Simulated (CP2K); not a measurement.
Two runs for the C K edge of 2-formylthiophene. Run A: CP2K XAS_TDP, all-electron GAPW, PBEh(45%), aug-cc-pVDZ, TDA, no relativity. Run B has a fault in its input.

First lines with a strength over 0.0015. A:

```tsv
atom	energy (eV)	states	strength, one atom
C2 (bonded to C, O and H)	281.65	1	0.0605
	286.40	1	0.0096
	286.65	1	0.0155
	287.96	1	0.0033
	288.45	1	0.0040
C3 (bonded to 2 C and S)	281.63	1	0.0283
	284.34	2	0.0638
	286.84	1	0.0021
	286.95	1	0.0018
	287.23	2	0.0020
C4 (bonded to 2 C and H)	281.02	1	0.0465
	284.34	1	0.0093
	284.81	1	0.0114
	285.72	1	0.0040
	285.84	1	0.0015
C5 (bonded to 2 C and H)	281.79	1	0.0340
	282.90	1	0.0216
	284.55	1	0.0111
	285.34	1	0.0055
	285.87	1	0.0047
C6 (bonded to C, S and H)	281.43	1	0.0503
	284.91	1	0.0286
	285.21	1	0.0043
	285.37	1	0.0182
	286.34	1	0.0028
```

B:

```tsv
atom	energy (eV)	states	strength, one atom
C2 (bonded to C, O and H)	280.47	1	0.0559
	285.14	1	0.0112
	286.24	1	0.0069
	286.89	1	0.0196
	287.58	1	0.0015
C3 (bonded to 2 C and S)	280.31	1	0.0285
	282.89	1	0.0369
	283.48	1	0.0212
	285.00	1	0.0050
	285.65	1	0.0064
C4 (bonded to 2 C and H)	279.73	1	0.0437
	283.27	1	0.0086
	284.20	1	0.0067
	285.20	1	0.0046
	285.27	1	0.0255
C5 (bonded to 2 C and H)	280.47	1	0.0342
	281.71	1	0.0191
	284.04	1	0.0076
	284.94	1	0.0255
	286.27	1	0.0017
C6 (bonded to C, S and H)	280.00	1	0.0469
	283.30	1	0.0318
	284.02	1	0.0043
	285.50	1	0.0211
	285.80	1	0.0144
```

What went wrong in run B?

The basis is far too small (basis from aug-cc-pVDZ to 3-21G*). Against PBEh(45%) in aug-cc-pVDZ, the leading lines move by -1.18 eV (C2, to 280.47), -1.32 eV (C3, to 280.31), -1.29 eV (C4, to 279.73), -1.32 eV (C5, to 280.47) and -1.43 eV (C6, to 280.00); the strength of C2's goes from 0.0605 to 0.0559. The next line of C2 over the strength cut lies 4.67 eV higher, against 4.75. Another fault could leave a like mark.

[Banner, clock and machine lines of the logs are left out without a mark of their own.]

[Logs are printed without paths, hosts, clocks, repeated set-up lines and the standing remarks that a program may print on its own settings, such as how far it seeks lower states.]

[Hosts, paths, dates, database ids (printed as entryN), source tags and the programs' standing remarks are cut or masked in the printed files.]
